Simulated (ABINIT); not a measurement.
# Quasiparticle gap of AlGaN2 (P3m1) in ABINIT, part 3 of 3

Wanted: ground state, empty states, screening and self-energy for AlGaN2 (P3m1).

ABINIT 10.8.3; LDA and many-body steps on it, plane waves. Known limits of the many-body steps: not at the basis limit; exchange with frozen shells missing; no spin-orbit coupling; coarse k mesh.

So far. Step 3 (Bands along the symmetry lines): The gap is 2.921 eV, as in the run before at this level. Step 4 (Empty states on the mesh, 3×3×2 mesh, 45 bands): On this mesh the gap is 2.921 eV.

## 5. Screening, 3×3×2 mesh, 41 bands, screening to 106.1 eV

The RPA dielectric matrix is built and inverted for each q.

This step: RPA screening on LDA, plane waves, norm-conserving pseudopotentials.

The input, run.abi:

```
acell 3*1.0 Angstrom
rprim 
  3.145282644058 -0.000000000015 0.000000000000
  -1.572641322016 2.723894671844 0.000000000000
  0.000000000000 0.000000000000 5.096893730000
ntypat 3
znucl 13 31 7
natom 4
typat 1 2 3 3
xred 
  0.000000000000 0.000000000000 0.999263770000
  0.666666666667 0.333333333333 0.497174210000
  0.666666666667 0.333333333333 0.111803640000
  0.000000000000 0.000000000000 0.628158390000
pp_dirpath "pseudos"
pseudos "Al.upf, Ga.upf, N.upf"
ecut 36
ngkpt 3 3 2
nshiftk 1
shiftk 0 0 0
kptopt 1
chksymbreak 0
istwfk *1
occopt 1
irdwfk 1
optdriver 3
nband 41
ecuteps 3.9
inclvkb 2
awtr 1
symchi 1
indata_prefix "in"
outdata_prefix "out"
tmpdata_prefix "tmp"
```

Launch:

```
$ OMP_NUM_THREADS=1 mpirun -n 4 abinit run.abi > log
```

Numbers of over 12 decimals in the logs are rounded to 6 here.

The log of the run:

```text
.Version 10.8.3 of ABINIT. v10.8.2 released Aug 2026.

 Symmetries : space group P3 m 1 (#156); Bravais hP (primitive hexag.)
[... echo of the input left out ...]
== DATASET  1 ==================================================================
-   mpi_nproc: 4, omp_nthreads: 1 (-1 if OMP is not activated)

--- !DatasetInfo
iteration_state: {dtset: 1, }
dimensions: {natom: 4, nkpt: 6, mband: 41, nsppol: 1, nspinor: 1, nspden: 1, mpw: 3066, }
cutoff_energies: {ecut:  36.0, pawecutdg:  -1.0, }
electrons: {nelect:   2.60000000E+01, charge:   0.00000000E+00, occopt:   1.00000000E+00, tsmear:   1.00000000E-02, }

 SCREENING: Calculation of the susceptibility and dielectric matrices

 Based on a program developped by R.W. Godby, V. Olevano, G. Onida, and L. Reining.
 Incorporated in ABINIT by V. Olevano, G.-M. Rignanese, and M. Torrent.
.Using double precision arithmetic ; gwpc =  8

[... cell and pseudopotentials left out ...]
--------------------------------------------------------------------------------

 ==== K-mesh for the wavefunctions ====
 Number of points in the irreducible wedge :     6
[... list of points left out ...]
 Together with  6 symmetry operations and time-reversal symmetry
 yields    18 points in the full Brillouin Zone.

 ==== Q-mesh for the screening function ====
 Number of points in the irreducible wedge :     6
[... list of points left out ...]
 Together with  6 symmetry operations and time-reversal symmetry
 yields    18 points in the full Brillouin Zone.

 setmesh: FFT mesh size selected  =    20x   20x   36
          total number of points  =        14400

 vcoul_init : cutoff-mode = AUXILIARY_FUNCTION
 q-points for optical limit:   1
     1)      0.000010    0.000020    0.000030

- screening: taking advantage of time-reversal symmetry
- Maximum band index for partially occupied states nbvw = 13
- Remaining bands to be divided among processors   nbcw = 28
- Number of bands treated by each node ~7

 Number of electrons calculated from density =   26.0000; Expected =   26.0000
 average of density, n =  0.088231
 r_s =    1.3935
 omega_plasma =   28.6527 [eV]

 calculating chi0 at frequencies [eV] :
  1    0.000000E+00    0.000000E+00
  2    0.000000E+00    2.865274E+01

--------------------------------------------------------------------------------
  q-point number  1        q = ( 0.000000, 0.000000, 0.000000) [r.l.u.]
--------------------------------------------------------------------------------
[... chi0 elements left out ...]
 For q-point:  0.000010 0.000020 0.000030
  dielectric constant =   6.4595
  dielectric constant without local fields =   6.9677

  Average fulfillment of the sum rule on Im[epsilon] for q-point    1 :     35.72  [%]
[... wings left out ...]
  q-point number  2        q = ( 0.333333, 0.000000, 0.000000) [r.l.u.]
--------------------------------------------------------------------------------
[... chi0 elements left out ...]
  Average fulfillment of the sum rule on Im[epsilon] for q-point    2 :     43.70  [%]

 [... 4 further q-points ...]
```

The job ended after 4.3 s (4 MPI ranks of Arm Neoverse V2, shared host; peak memory 0.43 GiB; 17 s of CPU time).

This step gave:

```
ε∞ with local fields, on this mesh, along the program's q direction : 6.460
the same without local fields                                       : 6.968
plasma frequency                                                    : 28.65 eV
plane waves in the screening matrix                                 : 111
```

Local fields lower ε∞ by 7 %. On a Γ-centred mesh this coarse the value itself is usually too large, while a short band sum pulls it down.

## 6. Self-energy, 3×3×2 mesh, 41 bands, screening to 106.1 eV

The self-energy is evaluated for the states that the input lists, and the levels follow from it, in one-shot runs by the linearised quasiparticle equation.

This step: G0W0 on LDA, plane waves, norm-conserving pseudopotentials.

Edit run.abi of step 5 so:

```diff
@@ -25,8 +25,15 @@
 irdwfk 1
-optdriver 3
+optdriver 4
 nband 41
+gwcalctyp 0
+ecutsigx 36
+symsigma 1
+nkptgw 1
+kptgw 
+  0.0000000000 0.0000000000 0.0000000000
+bdgw 
+  12 15
 ecuteps 3.9
-inclvkb 2
-awtr 1
-symchi 1
+irdscr 1
+ppmodel 1
 indata_prefix "in"
```

The log of the run:

```text
.Version 10.8.3 of ABINIT. v10.8.2 released Aug 2026.

 Symmetries : space group P3 m 1 (#156); Bravais hP (primitive hexag.)
[... echo of the input left out ...]
== DATASET  1 ==================================================================
-   mpi_nproc: 4, omp_nthreads: 1 (-1 if OMP is not activated)

--- !DatasetInfo
iteration_state: {dtset: 1, }
dimensions: {natom: 4, nkpt: 6, mband: 41, nsppol: 1, nspinor: 1, nspden: 1, mpw: 3066, }
cutoff_energies: {ecut:  36.0, pawecutdg:  -1.0, }
electrons: {nelect:   2.60000000E+01, charge:   0.00000000E+00, occopt:   1.00000000E+00, tsmear:   1.00000000E-02, }

 SIGMA: Calculation of the GW corrections

 Based on a program developped by R.W. Godby, V. Olevano, G. Onida, and L. Reining.
 Incorporated in ABINIT by V. Olevano, G.-M. Rignanese, and M. Torrent.
.Using double precision arithmetic ; gwpc =  8

[... cell and pseudopotentials left out ...]
--------------------------------------------------------------------------------

 ==== K-mesh for the wavefunctions ====
 Number of points in the irreducible wedge :     6
[... list of points left out ...]
 Together with  6 symmetry operations and time-reversal symmetry
 yields    18 points in the full Brillouin Zone.

 ==== Q-mesh for screening function ====
 Number of points in the irreducible wedge :     6
[... list of points left out ...]
 Together with  6 symmetry operations and time-reversal symmetry
 yields    18 points in the full Brillouin Zone.

 vcoul_init : cutoff-mode = AUXILIARY_FUNCTION
 q-points for optical limit:   1
     1)      0.000010    0.000020    0.000030
 setmesh: FFT mesh size selected  =    27x   27x   54
          total number of points  =        39366

 Number of electrons calculated from density =   26.0000; Expected =   26.0000
 average of density, n =  0.088231
 r_s =    1.3935
 omega_plasma =   28.6527 [eV]

 === KS Band Gaps ===
  >>>> For spin  1
   Minimum direct gap =   2.9210 [eV], located at k-point      :   0.0000  0.0000  0.0000
   Fundamental gap    =   2.9210 [eV], Top of valence bands at :   0.0000  0.0000  0.0000
                                       Bottom of conduction at :   0.0000  0.0000  0.0000
 SIGMA fundamental parameters:
 PLASMON POLE MODEL  1
 number of plane-waves for SigmaX                 3027
 number of plane-waves for SigmaC and W            111
 number of plane-waves for wavefunctions          3027
 number of bands                                    41
 number of independent spin polarizations            1
 number of spinorial components                      1
 number of k-points in IBZ                           6
 number of q-points in IBZ                           6
 number of symmetry operations                       6
 number of k-points in BZ                           18
 number of q-points in BZ                           18
 number of frequencies for dSigma/dE                 9
 frequency step for dSigma/dE [eV]                0.25
 number of omega for Sigma on real axis              0
 max omega for Sigma on real axis  [eV]           0.00
 zcut for avoiding poles [eV]                     0.10

 EPSILON^-1 parameters (SCR file):
 dimension of the eps^-1 matrix on file            111
 dimension of the eps^-1 matrix used               111
 number of plane-waves for wavefunctions          3027
 number of bands                                    41
 number of q-points in IBZ                           6
 number of frequencies                               2
 number of real frequencies                          1
 number of imag frequencies                          1

 matrix elements of self-energy operator (all in [eV])

 Perturbative Calculation

--- !SelfEnergy_ee
iteration_state: {dtset: 1, }
kpoint     : [   0.000,    0.000,    0.000, ]
spin       : 1
KS_gap     :    2.921
QP_gap     :    3.798
Delta_QP_KS:    0.877
data: !SigmaeeData |
     Band     E0 <VxcDFT>   SigX SigC(E0)      Z dSigC/dE  Sig(E)    E-E0       E
       12   5.381 -17.816 -21.198   3.849   0.796  -0.257 -17.444   0.372   5.753
       13   5.381 -17.816 -21.198   3.849   0.796  -0.257 -17.444   0.372   5.753
       14   8.302 -13.907  -9.027  -3.354   0.818  -0.222 -12.658   1.249   9.551
       15  10.864 -12.213  -6.717  -3.855   0.829  -0.206 -10.853   1.361  12.225

== END DATASET(S) ==============================================================
================================================================================

 -outvars: echo values of variables after computation  --------
           etotal      0.0000000000E+00
            nband          41
             nkpt           6
          spgroup         156
 [... the other variables as echoed above ...]

 Calculation completed.
```

It took 2.8 s on 4 MPI ranks; peak memory 0.11 GiB; 11 s of CPU time.

Numbers from this step:

| Property | Result |
| --- | --- |
| G0W0 gap on the points computed | 3.798 eV |
| starting gap on the mesh | 2.921 eV |
| k of the valence top | 0, 0, 0 |
| k of the conduction bottom | 0, 0, 0 |
| Z at the valence top | 0.796 |
| Z at the conduction bottom | 0.818 |
| least direct G0W0 gap on the computed points | 3.798 eV |

The gap on the mesh goes from 2.92 eV to 3.80 eV, a correction of +0.88 eV.

Limits: finite bands, cutoff and mesh; exchange with frozen shells missing; no spin-orbit coupling; coarse k mesh. v1 is the top filled band, c1 the lowest empty one. The levels before and after the correction (eV, zero at the valence-band top of each column):

|  | conduction bottom | valence top |
| --- | --- | --- |
| Kohn-Sham | 2.92 | 0.00 |
| G0W0 | 3.80 | 0.00 |

|  | level | energy (eV) |
| --- | --- | --- |
| Kohn-Sham | Γ v2-v1 | 0.000 |
| Kohn-Sham | Γ c1 | 2.921 |
| Kohn-Sham | Γ c2 | 5.483 |
| G0W0 | Γ v2-v1 | 0.000 |
| G0W0 | Γ c1 | 3.798 |
| G0W0 | Γ c2 | 6.472 |

## 7. Where the time went

Times are wall times on 4 MPI ranks of Arm Neoverse V2, shared host, good to a factor of about two.

| step | time | share | memory (GiB) |
| --- | --- | --- | --- |
| ground state | 15 s | 30 % | 0.33 |
| bands along the symmetry lines | 21 s | 42 % | 0.34 |
| empty states on the mesh | 7.3 s | 14 % | 0.28 |
| screening | 4.3 s | 8 % | 0.43 |
| self-energy | 2.8 s | 6 % | 0.11 |

## 8. Outcome

| Quantity | Value |
| --- | --- |
| LDA gap | 2.92 eV, direct |
| G0W0 gap on the mesh | 3.80 eV |
| GW settings | 3×3×2 mesh, 41 bands, screening to 106.1 eV, Godby-Needs plasmon pole |
| known limits | not at the basis limit; exchange with frozen shells missing; no spin-orbit coupling; coarse k mesh |

**Reading.** G0W0 moves the gap on the mesh from 2.92 eV to 3.80 eV (+0.88 eV), with Z of 0.80 and 0.82 at the edges. Local fields lower the RPA ε∞ on this mesh from 6.97 to 6.46; a Γ-centred mesh this coarse tends to raise both, most where the direct gap is narrow, while a short band sum lowers them. Only 1 of the mesh's irreducible points was corrected, so a valley elsewhere could overtake. Bands and cutoff are finite, so the gap is not at the basis limit. The miss can reach some tenths of an eV and take either sign; the mesh is an error of its own. In the G0W0 run levels were corrected at 1 k point alone, so a gap called «on the mesh» is the least over those, and an edge elsewhere would be missed. The 3×3×2 mesh is coarse for this cell, which bears on the long-range parts of exchange and screening. The norm-conserving file of at least one element keeps a d shell over frozen s and p shells of the same row. Exchange with those shells is missing from the self-energy, an error of 0.3 to 0.9 eV in cases checked, whose sign depends on which edge lies on those atoms. The many-body steps are scalar-relativistic: spin-orbit coupling is not in them.

[Paths, hosts, dates, memory and timing lines, banners, echoed tables and standing remarks are left out of the program output.]

[Logs are printed without paths, hosts, clocks, repeated set-up lines and the standing remarks that a program may print on its own settings, such as how far it seeks lower states.]

[Runs of the session that timed out or met a known fault of the program may be left out.]

[Hosts, paths, dates, database ids (printed as entryN), source tags and the programs' standing remarks are cut or masked in the printed files.]

[G0W0 gaps are taken among the corrected bands and points alone; a level outside them can change the order at an edge.]

[Where Ansatz stands beside ABINIT at settings called matched, ABINIT's density can come from a denser mesh and the files from another edition; pairs whose starting gaps differed by over 0.03 eV were left out, so agreement reads better than it is.]
